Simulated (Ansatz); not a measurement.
## Work function of Pd(111): what the settings cost and change

How far do cutoff, k-mesh and smearing move the work function of Pd(111)?

Program: Ansatz 0.2.0. Level of theory: plane-wave DFT, PBE, Ansatz PAW. Results are calculated unless marked as measured.

Experimental background.

“Anisotropic work function of elemental crystals” (2019, arxiv:1902.07811) quotes from earlier work for Pd (clean (111) face, a compiled value): work function (clean (111) face, a compiled value) 5.67 eV.

### Step 1. Set-up

The cell holds 7 atoms: 7 Pd. Its edges and angles: a = 2.751 Å, b = 2.751 Å, c = 31.475 Å, α = 90.0°, β = 90.0°, γ = 60.0°. Vacuum lies along c.

### Step 2. Run, setting cutoff 200 eV

A work function rests on the faint tail of the density, so the SCF threshold is tight. The cutoff is raised first; then mesh and smearing are varied at the default cutoff.

input.yaml reads:

```yaml
crystal:
  lattice:
    - [2.7506453788, 0.0, 0.0]
    - [1.3753226894, 2.3821287749, 0.0]
    - [0.0, 0.0, 31.4753552829]
  atoms:
    - { symbol: Pd, position: [0.0, 0.0, 0.2859379956] }
    - { symbol: Pd, position: [0.3333333333, 0.3333333333, 0.3572919971] }
    - { symbol: Pd, position: [0.6666666667, 0.6666666667, 0.4286459985] }
    - { symbol: Pd, position: [0.0, 0.0, 0.5] }
    - { symbol: Pd, position: [0.3333333333, 0.3333333333, 0.5713540015] }
    - { symbol: Pd, position: [0.6666666667, 0.6666666667, 0.6427080029] }
    - { symbol: Pd, position: [0.0, 0.0, 0.7140620044] }
kpoints:
  mp_grid: { grid: [17, 17, 1] }
hamiltonian:
  xc: pbe
scf:
  occupations: { method: fermi_dirac, width: 0.1 }
  convergence: { dr2_threshold: 1.0e-09 }
efield:
  axis: 3
  dipole_correction: true
  ramp_position: 0.97
  ramp_width: 0.06
basis:
  ecutwfc: "200 eV"
output:
  write_potential: true
  write_density: true
  volumetric_format: npy
  elf: true
```

Command:

```console
$ ansatz run input.yaml --threads 2 --pin off --max-ram 3072MiB --backend cpu --events-out ev --progress --plain --runs-dir out
```

Numbers of over 12 decimals in the logs are rounded to 6 here.

What it wrote:

```text
Warning: basis.ecutwfc = 200 eV is below the records' recommended 420 eV, and the density's cutoff is lower with it unless basis.ecutrho_ratio is high enough to keep the records' density cutoff: compare with a run at a higher cutoff
Engine: ansatz 0.2.0, x86_64-unknown-linux-gnu
Pseudopotentials: kind: paw
Pseudopotential: Pd, paw, valence charge 18, recommended cutoff 420 eV (normal), Pd.paw.azcp
Functional definition: PBE
  parameter kappa = 0.804
  parameter beta = 0.066725
  exchange = pbe_x(kappa = kappa, mu = beta*pi^2/3)
  correlation = pbe_c(beta = beta)
Crystal: 7 atoms, lattice volume = 206.239 Å³
Basis set: ecut = 200 eV, 1339 PW (Γ)
Bands: 76, of which v1, the nominal top of the filled ones, is band 63 counted from 1 (62 counted from 0)
Symmetry: 6 space group operations
k-points: 33 of 289 (time reversal used)
Non-local potential: Pd, projectors of the file, l = 0: 2, l = 1: 2, l = 2: 2, l = 3: 1
PAW form: soft (Blöchl's): semilocal exchange-correlation on the pseudo side does not see the compensation charge
PAW one-centre angular grid: Pd, 590 points (default); XC on 64 Gauss nodes
Initial density: superposition of atomic densities (neutral atoms: chi_scale 0, normalization atom), corrected by the library's trained network
Initial wavefunctions: pseudopotential atomic-orbital guess
Functional: x = pbe(κ = 0.804, μ = 0.219515), c = pbe(β = 0.066725)
SCF iter   1: F=—  HF=-48732.240125 eV  |F-HF|=—  |Δ(HF+E_count)|=         —  Δρ=1.33e-1  dr2=3.20e1  ethr=1.77e-3  p=0.000 e·Å  D=3.77e-13 V/Å  ΔV_dip=-0.00 eV  dr2_dipole=1.92e-7  V_vac-E_F(+/−)=3.87/3.87 eV  ⟨swp⟩=6.3  Hψ=9310  notcnv=0  defer=48
efield: sawtooth ramp at fractional position 0.9700 (set: `efield.ramp_position`, or a place that a band, a saddle search or an elastic batch's reference lends), width 0.0600; the density the first Hamiltonian is built on has a dipole p = 0.000 e·Å; the dipole correction subtracts the counter field D = 3.77e-13 V/Å, which shifts the + side's vacuum level by -0.00 eV against the − side's; the planar-averaged density in the ramp window peaks in size at 6.2e-5 e/Å³
preconditioner: auto → LDOS  [metal: Δε(μ)=0.003 eV  Ē_g=7.152 eV  σ=0.100 eV  W_gap=0.01  n_scr=24 (ndim 8)  ℏωp=21.6 eV  f_vac=0.472  D(μ)=15.64/eV (n_scr^D=198)  β→1.0]
SCF iter   2: F=—  HF=-48734.934131 eV  |F-HF|=—  |Δ(HF+E_count)|=    2.69e0  Δρ=1.36e-1  dr2=3.52e1  ethr=1.77e-3  p=-0.000 e·Å  D=-5.78e-5 V/Å  ΔV_dip=0.00 eV  dr2_dipole=7.08e-7  V_vac-E_F(+/−)=6.62/6.63 eV  ⟨swp⟩=3.0  Hψ=6792  notcnv=0  defer=100
SCF iter   3: F=—  HF=-48724.208726 eV  |F-HF|=—  |Δ(HF+E_count)|=    1.07e1  Δρ=1.08e-2  dr2=3.55e-1  ethr=1.77e-3  p=-0.000 e·Å  D=-1.05e-5 V/Å  ΔV_dip=0.00 eV  dr2_dipole=1.01e-7  V_vac-E_F(+/−)=6.33/6.34 eV  ⟨swp⟩=2.9  Hψ=5928  notcnv=0  defer=155
SCF iter   4: F=—  HF=-48724.174380 eV  |F-HF|=—  |Δ(HF+E_count)|=   3.43e-2  Δρ=5.08e-3  dr2=1.59e-1  ethr=2.82e-4  p=-0.000 e·Å  D=-1.08e-5 V/Å  ΔV_dip=0.00 eV  dr2_dipole=5.22e-9  V_vac-E_F(+/−)=5.90/5.91 eV  ⟨swp⟩=2.6  Hψ=4130  notcnv=0  defer=143
SCF iter   5: F=—  HF=-48724.149755 eV  |F-HF|=—  |Δ(HF+E_count)|=   2.46e-2  Δρ=1.39e-3  dr2=1.44e-2  ethr=1.26e-4  p=-0.000 e·Å  D=-2.83e-6 V/Å  ΔV_dip=0.00 eV  dr2_dipole=1.76e-8  V_vac-E_F(+/−)=6.09/6.10 eV  ⟨swp⟩=2.0  Hψ=3774  notcnv=0  defer=143
SCF iter   6: F=—  HF=-48724.147235 eV  |F-HF|=—  |Δ(HF+E_count)|=   2.52e-3  Δρ=5.42e-4  dr2=2.40e-3  ethr=1.15e-5  p=-0.000 e·Å  D=-1.87e-6 V/Å  ΔV_dip=0.00 eV  dr2_dipole=4.58e-9  V_vac-E_F(+/−)=6.04/6.05 eV  ⟨swp⟩=2.5  Hψ=3741  notcnv=0  defer=143
SCF iter   7: F=—  HF=-48724.147113 eV  |F-HF|=—  |Δ(HF+E_count)|=   1.22e-4  Δρ=2.53e-4  dr2=4.46e-4  ethr=1.91e-6  p=-0.000 e·Å  D=-8.95e-7 V/Å  ΔV_dip=0.00 eV  dr2_dipole=1.02e-9  V_vac-E_F(+/−)=6.02/6.02 eV  ⟨swp⟩=1.9  Hψ=2971  notcnv=0  defer=143
SCF iter   8: F=—  HF=-48724.147138 eV  |F-HF|=—  |Δ(HF+E_count)|=   2.53e-5  Δρ=1.20e-4  dr2=9.90e-5  ethr=3.54e-7  p=-0.000 e·Å  D=-5.73e-8 V/Å  ΔV_dip=0.00 eV  dr2_dipole=1.29e-12  V_vac-E_F(+/−)=6.00/6.01 eV  ⟨swp⟩=1.9  Hψ=2834  notcnv=0  defer=143
SCF iter   9: F=—  HF=-48724.147135 eV  |F-HF|=—  |Δ(HF+E_count)|=   3.30e-6  Δρ=4.77e-5  dr2=8.74e-6  ethr=7.85e-8  p=0.000 e·Å  D=1.73e-7 V/Å  ΔV_dip=-0.00 eV  dr2_dipole=5.52e-11  V_vac-E_F(+/−)=6.00/6.01 eV  ⟨swp⟩=1.5  Hψ=2708  notcnv=0  defer=143
SCF iter  10: F=—  HF=-48724.147135 eV  |F-HF|=—  |Δ(HF+E_count)|=   7.66e-7  Δρ=1.96e-5  dr2=1.58e-6  ethr=6.94e-9  p=0.000 e·Å  D=1.17e-7 V/Å  ΔV_dip=-0.00 eV  dr2_dipole=1.91e-11  V_vac-E_F(+/−)=6.00/6.01 eV  ⟨swp⟩=2.0  Hψ=3238  notcnv=0  defer=143
SCF iter  11: F=—  HF=-48724.147136 eV  |F-HF|=—  |Δ(HF+E_count)|=   5.87e-7  Δρ=6.11e-6  dr2=1.43e-7  ethr=1.25e-9  p=0.000 e·Å  D=2.18e-8 V/Å  ΔV_dip=-0.00 eV  dr2_dipole=5.60e-15  V_vac-E_F(+/−)=6.00/6.01 eV  ⟨swp⟩=1.8  Hψ=3057  notcnv=0  defer=143
SCF iter  12: F=—  HF=-48724.147136 eV  |F-HF|=—  |Δ(HF+E_count)|=   4.91e-9  Δρ=2.00e-6  dr2=1.20e-8  ethr=1.13e-10  p=-0.000 e·Å  D=-1.21e-9 V/Å  ΔV_dip=0.00 eV  dr2_dipole=4.75e-13  V_vac-E_F(+/−)=6.00/6.01 eV  ⟨swp⟩=2.1  Hψ=3473  notcnv=0  defer=143
SCF iter  13: F=—  HF=-48724.147136 eV  |F-HF|=—  |Δ(HF+E_count)|=   1.34e-9  Δρ=1.12e-6  dr2=8.69e-9  ethr=9.55e-12  p=0.000 e·Å  D=6.74e-10 V/Å  ΔV_dip=-0.00 eV  dr2_dipole=5.40e-14  V_vac-E_F(+/−)=6.00/6.01 eV  ⟨swp⟩=2.3  Hψ=4031  notcnv=0  defer=143
SCF iter  14: F=—  HF=-48724.147136 eV  |F-HF|=—  |Δ(HF+E_count)|=  2.69e-10  Δρ=5.59e-7  dr2=1.71e-9  ethr=6.90e-12  p=-0.000 e·Å  D=-1.39e-10 V/Å  ΔV_dip=0.00 eV  dr2_dipole=8.73e-15  V_vac-E_F(+/−)=6.00/6.01 eV  ⟨swp⟩=2.2  Hψ=3126  notcnv=0  defer=143
SCF iter  15: F=-48724.147136 eV  HF=-48724.147136 eV  |F-HF|=5.17e-10  |Δ(HF+E_count)|=  7.28e-11  Δρ=2.39e-7  dr2=3.65e-10  ethr=1.00e-12  p=-0.000 e·Å  D=-4.63e-10 V/Å  ΔV_dip=0.00 eV  dr2_dipole=1.75e-16  V_vac-E_F(+/−)=6.00/6.01 eV  ⟨swp⟩=10.7  Hψ=6379  notcnv=0
WARN: efield: at this solve's end the planar-averaged density reaches 1.77e-4 e/Å³ inside the ramp window [0.9382, 0.0618] (bound 1e-5 e/Å³); by the running means of the window's planes the mean density over a ramp is at most 1.39e-4 e/Å³, which is held to the bound (the quickstart, § The vacuum guard, A window that rings); the window's nearer edge stands 7.06 Å from this solve's nearest atom along the axis. Its work [...]
SCF 1 converged in 15 iterations: F = -48724.147136 eV  dr2 = 3.65e-10
  greatest PAW one-centre occupation: 1.049 electrons in one spin orbital (limit 2), on the Pd atom at site 6 (counted from 0), in its partial waves of l = 1
WARN: The output density's exchange-correlation potential varies sharply where the density is thin. Do not read a vacuum level from v_tot or v_xc, or from such a field of the output density. On a cell that repeats whose density bears no net charge and no dipole along the vacuum's axis use v_es (v_loc + v_h of the components); under efield.dipole_correction with no amplitude use v_es + v_field, which holds any externa [...]
SCF converged after 15 iterations
Free energy (F): -48724.147136 eV
Harris-Foulkes:  -48724.147136 eV  (|F-HF|=5.17e-10)
Internal energy: -48723.674620 eV  (E = F + TS)
E sigma→0 (E₀):  -48723.910878 eV
Entropy (-TS):   -0.472516 eV (-67.502 meV/atom)
Fermi energy:    6.890160 eV
Dipole field:    D = -0.000000 V/Å  (p = -0.000000 e·Å, saw-weighted, corrected)
Work function:   Φ+ = 6.0016 eV (in doubt: plateau slope 4.3e-2 eV/Å)   Φ− = 6.0082 eV (in doubt: plateau slope 3.8e-2 eV/Å)
Levels:          The Fermi level and band energies are counted from a zero that moves with the ramp; work functions are not
Vacuum region:   at the solve's end the planar-averaged density reaches 1.77e-4 e/Å³ inside the ramp window [0.9382, 0.0618] (bound 1e-5 e/Å³); by the running means of the window's planes the mean density over a ramp is at most 1.39e-4 e/Å³, which is held to the bound (the quickstart, § The vacuum guard, A window that rings)
--- Per-component energies (eV) ---
  E_band       = -2644.363388
  E_kinetic    = 3854.244877
  E_local      = -304418.427000  (includes V_loc(G=0)·N_el)
  E_nonlocal   = 1274.696578
  E_hartree    = 150229.910648
  E_xc         = -1236.120136
  E_vxc        = -1552.930874  (∫ρ·V_xc dr)
  E_paw        = -26177.634664  (= ΣΔE_a)
  E_vpaw       = -2261.871710  (= ΣTr[D̂ρ^β])
  E_aug_tail   = 0.105633  (compensation charges beyond the density's cutoff)
  E_efield     = 0.000000  (sawtooth field / dipole correction)
  E_vefield    = 0.000000  (∫n·V_field dr)
  E_ewald      = 127749.549444
  E_smearing   = -0.472516  (= −TS)
  E_closure    = 0.000000  (closes the sum)
  Σ components = -48724.147136   (vs F -48724.147136, Δ=0.00e0)
--- Band table (eV; the first three rows and the last of 33) ---
  k-point 0: bands = [... 59 lower, 5.9996, 6.2126, 6.2126, 6.4998, 6.4998, 6.8832, 6.9622, 6.9622, ... 9 higher]
  k-point 1: bands = [... 59 lower, 5.9966, 6.0750, 6.1906, 6.3837, 6.5028, 6.5854, 6.7078, 6.8601, ... 9 higher]
  k-point 2: bands = [... 59 lower, 5.8741, 5.9234, 6.0819, 6.2159, 6.3905, 6.5879, 6.8900, 6.9838, ... 9 higher]
  k-point 32: bands = [... 59 lower, 6.5426, 6.6075, 6.6400, 6.6677, 12.8224, 12.8411, 13.0683, 13.3323, ... 9 higher]
```

It took 51 s on 2 threads of AMD EPYC 7R43, shared host; peak memory 0.49 GiB; 59 s of CPU time.

Numbers from this step:

- energy at zero smearing: -48723.9109 eV
- work function, upper face: 6.002 eV

Running mean over 2.246 Å of the planar mean; the ramp of the sawtooth is left out. The electron's electrostatic potential energy less the Fermi level by z:

z (Å), electron's electrostatic potential energy less the Fermi level (eV) and a bar from the least value:
```
        4       5.86 ##############################
        5       5.75 ##############################
        6       5.56 #############################
        7       4.60 ###########################
        8      -2.92 ###########
        9      -8.02 #
       10      -8.22 
       11      -8.30 
       12      -8.35 
       13      -8.35 
       14      -8.36 
       15      -8.36 
       16      -8.35 
       17      -8.36 
       18      -8.36 
       19      -8.35 
       20      -8.34 
       21      -8.24 
       22      -8.19 
       23      -6.68 ####
       24       2.19 ######################
       25       5.34 #############################
       26       5.68 ##############################
       27       5.81 ##############################
       28       5.90 ##############################
```

Valence density in the ca plane at fractional y = 0.000, with atoms of Pd within 0.2 Å of it. It is the smooth field of the valence electrons, not physical close to the nuclei.

Ten steps, logarithmic in the rise over the least value, from '0' (0 e/Å³) to '9' (13 e/Å³), each cell a mean:
```
21111222236999632222111122224899841000000000
32112332224787422233211233223677631000000000
43223454222444222454322444322344310000000000
54224564322222223565323455422222210000000000
54223554222333223455322455322233210000000000
43222343223665322343212343222466521000000000
22111222236898522222111222224799741000000000
21111222237999732222111122225899852000000000
```
Columns run along c (16.0 Å, from fractional 0.36 to 0.87 of the cell), rows up along a (2.8 Å). Atoms in or near the plane, at fractional coordinates: Pd at (0.50, 0.00), Pd at (0.71, 0.00).

ELF in the ca plane at fractional y = 0.000, with atoms of Pd within 0.2 Å of it. It is the smooth field of the valence electrons, not physical close to the nuclei.

Values, 5 rows by 16 columns, each cell a mean:
```
0.16 0.14 0.18 0.28 0.48 0.30 0.18 0.14 0.15 0.18 0.37 0.49 0.19 0.01 0.00 0.00
0.23 0.19 0.28 0.17 0.32 0.18 0.27 0.20 0.22 0.24 0.21 0.31 0.11 0.00 0.00 0.00
0.31 0.23 0.39 0.19 0.17 0.19 0.37 0.25 0.30 0.32 0.20 0.19 0.10 0.00 0.00 0.00
0.18 0.17 0.21 0.20 0.44 0.22 0.20 0.17 0.18 0.19 0.27 0.43 0.13 0.00 0.00 0.00
0.19 0.14 0.23 0.30 0.43 0.31 0.23 0.15 0.18 0.22 0.38 0.44 0.21 0.01 0.00 0.00
```
Columns run along c (16.0 Å, from fractional 0.36 to 0.87 of the cell), rows up along a (2.8 Å). Atoms in or near the plane, at fractional coordinates: Pd at (0.50, 0.00), Pd at (0.71, 0.00).

Electrostatic potential energy in the ca plane at fractional y = 0.000, with atoms of Pd within 0.2 Å of it. With pseudopotentials it is smooth inside the atoms' cores, unlike the true potential.

Values in eV, 5 rows by 16 columns, each cell a mean:
```
  9   9   8  -2 -45  -5   8   9   9   8 -14 -41   5  12  13  13
  1   5  -2   6  -6   6  -2   4   2   1   4  -4  10  12  13  13
 -5   2 -10   8   6   8  -9   1  -4  -5   8   7  11  12  13  13
  4   7   2   4 -19   3   3   6   5   4  -1 -17   9  12  13  13
  9  10   9  -5 -50  -8   9  10  10   9 -18 -47   3  12  13  13
```
Columns run along c (16.0 Å, from fractional 0.36 to 0.87 of the cell; values clipped at the 3rd and 97th percentile), rows up along a (2.8 Å). Atoms in or near the plane, at fractional coordinates: Pd at (0.50, 0.00), Pd at (0.71, 0.00).

The work function is 6.002 eV. The program marks this work function as in doubt.

### Step 3. Run

input.yaml: that of step 2 with these lines changed.

```diff
@@ -26,3 +26,3 @@
 basis:
-  ecutwfc: "200 eV"
+  ecutwfc: "300 eV"
 output:
@@ -31,2 +31 @@
   volumetric_format: npy
-  elf: true
```

What it wrote:

```text
[...]
Crystal: 7 atoms, lattice volume = 206.239 Å³
Basis set: ecut = 300 eV, 2393 PW (Γ)
Bands: 76, of which v1, the nominal top of the filled ones, is band 63 counted from 1 (62 counted from 0)
Symmetry: 6 space group operations
k-points: 33 of 289 (time reversal used)
[...]
k-point 0: bands = [... 59 lower, 6.1804, 6.4426, 6.4426, 6.7979, 6.7979, 6.8668, 7.1009, 7.1009, ... 9 higher]
  k-point 1: bands = [... 59 lower, 6.1969, 6.2674, 6.4459, 6.5957, 6.7992, 6.8306, 6.9531, 7.1073, ... 9 higher]
  k-point 2: bands = [... 59 lower, 6.1804, 6.2247, 6.3431, 6.4565, 6.6671, 6.8043, 7.1183, 7.2668, ... 9 higher]
  k-point 32: bands = [... 59 lower, 7.0314, 7.0863, 7.1487, 7.1904, 12.9254, 12.9608, 13.1933, 13.4601, ... 9 higher]
[key lines of the parts left out:]
SCF converged after 14 iterations
Free energy (F): -48807.737987 eV
Fermi energy:    7.316672 eV
Dipole field:    D = -0.000000 V/Å  (p = -0.000000 e·Å, saw-weighted, corrected)
Work function:   Φ+ = 5.2318 eV   Φ− = 5.2319 eV
```

It took 65 s on 2 threads; peak memory 0.61 GiB; 79 s of CPU time.

The work function is 5.232 eV, -0.770 eV from the run “cutoff 200 eV”, at 1.3 times its CPU time.

### Step 4. Run

input.yaml: that of step 3 with these lines changed.

```diff
@@ -26,3 +26,3 @@
 basis:
-  ecutwfc: "300 eV"
+  ecutwfc: "420 eV"
 output:
```

What it wrote:

```text
[...]
Crystal: 7 atoms, lattice volume = 206.239 Å³
Basis set: ecut = 420 eV, 4035 PW (Γ)
Bands: 76, of which v1, the nominal top of the filled ones, is band 63 counted from 1 (62 counted from 0)
Symmetry: 6 space group operations
k-points: 33 of 289 (time reversal used)
[...]
k-point 0: bands = [... 59 lower, 6.1969, 6.4547, 6.4547, 6.8085, 6.8085, 6.8584, 7.1161, 7.1161, ... 9 higher]
  k-point 1: bands = [... 59 lower, 6.2155, 6.2795, 6.4605, 6.6044, 6.8114, 6.8402, 6.9632, 7.1200, ... 9 higher]
  k-point 2: bands = [... 59 lower, 6.1907, 6.2448, 6.3531, 6.4730, 6.6755, 6.8175, 7.1297, 7.2794, ... 9 higher]
  k-point 32: bands = [... 59 lower, 7.0458, 7.0991, 7.1631, 7.2062, 12.9175, 12.9535, 13.1857, 13.4528, ... 9 higher]
[key lines of the parts left out:]
SCF converged after 13 iterations
Free energy (F): -48809.024654 eV
Fermi energy:    7.331135 eV
Dipole field:    D = 0.000001 V/Å  (p = 0.000001 e·Å, saw-weighted, corrected)
Work function:   Φ+ = 5.2204 eV   Φ− = 5.2205 eV
```

The job ended after 77 s (2 threads; peak memory 0.84 GiB).

The work function is 5.220 eV, -0.781 eV from the run “cutoff 200 eV”, at 1.6 times its CPU time.

### Step 5. Run

input.yaml: that of step 4 with these lines changed.

```diff
@@ -26,3 +26,3 @@
 basis:
-  ecutwfc: "420 eV"
+  ecutwfc: "600 eV"
 output:
```

What it wrote:

```text
[...]
Crystal: 7 atoms, lattice volume = 206.239 Å³
Basis set: ecut = 600 eV, 7037 PW (Γ)
Bands: 76, of which v1, the nominal top of the filled ones, is band 63 counted from 1 (62 counted from 0)
Symmetry: 6 space group operations
k-points: 33 of 289 (time reversal used)
[...]
k-point 0: bands = [... 59 lower, 6.1966, 6.4542, 6.4542, 6.8078, 6.8078, 6.8578, 7.1154, 7.1154, ... 9 higher]
  k-point 1: bands = [... 59 lower, 6.2152, 6.2791, 6.4600, 6.6038, 6.8108, 6.8396, 6.9626, 7.1193, ... 9 higher]
  k-point 2: bands = [... 59 lower, 6.1902, 6.2445, 6.3526, 6.4725, 6.6750, 6.8169, 7.1290, 7.2787, ... 9 higher]
  k-point 32: bands = [... 59 lower, 7.0452, 7.0986, 7.1626, 7.2056, 12.9160, 12.9519, 13.1842, 13.4512, ... 9 higher]
[key lines of the parts left out:]
SCF converged after 13 iterations
Free energy (F): -48809.044054 eV
Fermi energy:    7.330534 eV
Dipole field:    D = 0.000001 V/Å  (p = 0.000001 e·Å, saw-weighted, corrected)
Work function:   Φ+ = 5.2201 eV   Φ− = 5.2201 eV
```

The job ended after 1.9 min (2 threads; peak memory 1.2 GiB; 2.6 min of CPU time).

The work function is 5.220 eV, -0.000 eV from the run “cutoff 420 eV”, at 1.6 times its CPU time.

### Step 6. Slab

input.yaml: that of step 5 with these lines changed.

```diff
@@ -14,3 +14,3 @@
 kpoints:
-  mp_grid: { grid: [17, 17, 1] }
+  mp_grid: { grid: [3, 3, 1] }
 hamiltonian:
@@ -25,4 +25,2 @@
   ramp_width: 0.06
-basis:
-  ecutwfc: "600 eV"
 output:
```

What it wrote:

```text
[...]
Crystal: 7 atoms, lattice volume = 206.239 Å³
Basis set: ecut = 420 eV, 4035 PW (Γ)
Bands: 76, of which v1, the nominal top of the filled ones, is band 63 counted from 1 (62 counted from 0)
Symmetry: 6 space group operations
k-points: 3 of 9 (time reversal used)
[...]
Work function:   Φ+ = 5.1718 eV   Φ− = 5.1718 eV
[...]
--- Band table (eV) ---
  k-point 0: bands = [... 59 lower, 6.2247, 6.4850, 6.4850, 6.8422, 6.8422, 6.9141, 7.1284, 7.1284, ... 9 higher]
  k-point 1: bands = [... 59 lower, 6.9968, 7.0255, 7.0651, 7.1202, 7.1547, 7.2375, 7.4280, 8.1408, ... 9 higher]
  k-point 2: bands = [... 59 lower, 7.0056, 7.1697, 7.1779, 7.1779, 13.6266, 13.6407, 13.6407, 13.8536, ... 9 higher]
[key lines of the parts left out:]
SCF converged after 15 iterations
Free energy (F): -48806.283910 eV
Fermi energy:    7.183805 eV
Dipole field:    D = -0.000001 V/Å  (p = -0.000001 e·Å, saw-weighted, corrected)
```

Elapsed: 6.9 s, on 2 threads; peak memory 0.49 GiB; 8.8 s of CPU time.

The work function is 5.172 eV, -0.049 eV from the run “cutoff 420 eV”, at 0.091 times its CPU time.

[end of part 1 of 2]

[Logs are printed without paths, hosts, clocks, repeated set-up lines and the standing remarks that a program may print on its own settings, such as how far it seeks lower states.]

[Hosts, paths, dates, database ids (printed as entryN), source tags and the programs' standing remarks are cut or masked in the printed files.]

[Maps of the electrostatic potential energy from Ansatz leave out the sawtooth potential of an applied field or a dipole correction, so their vacuum need not be flat; planar profiles and work functions include it.]
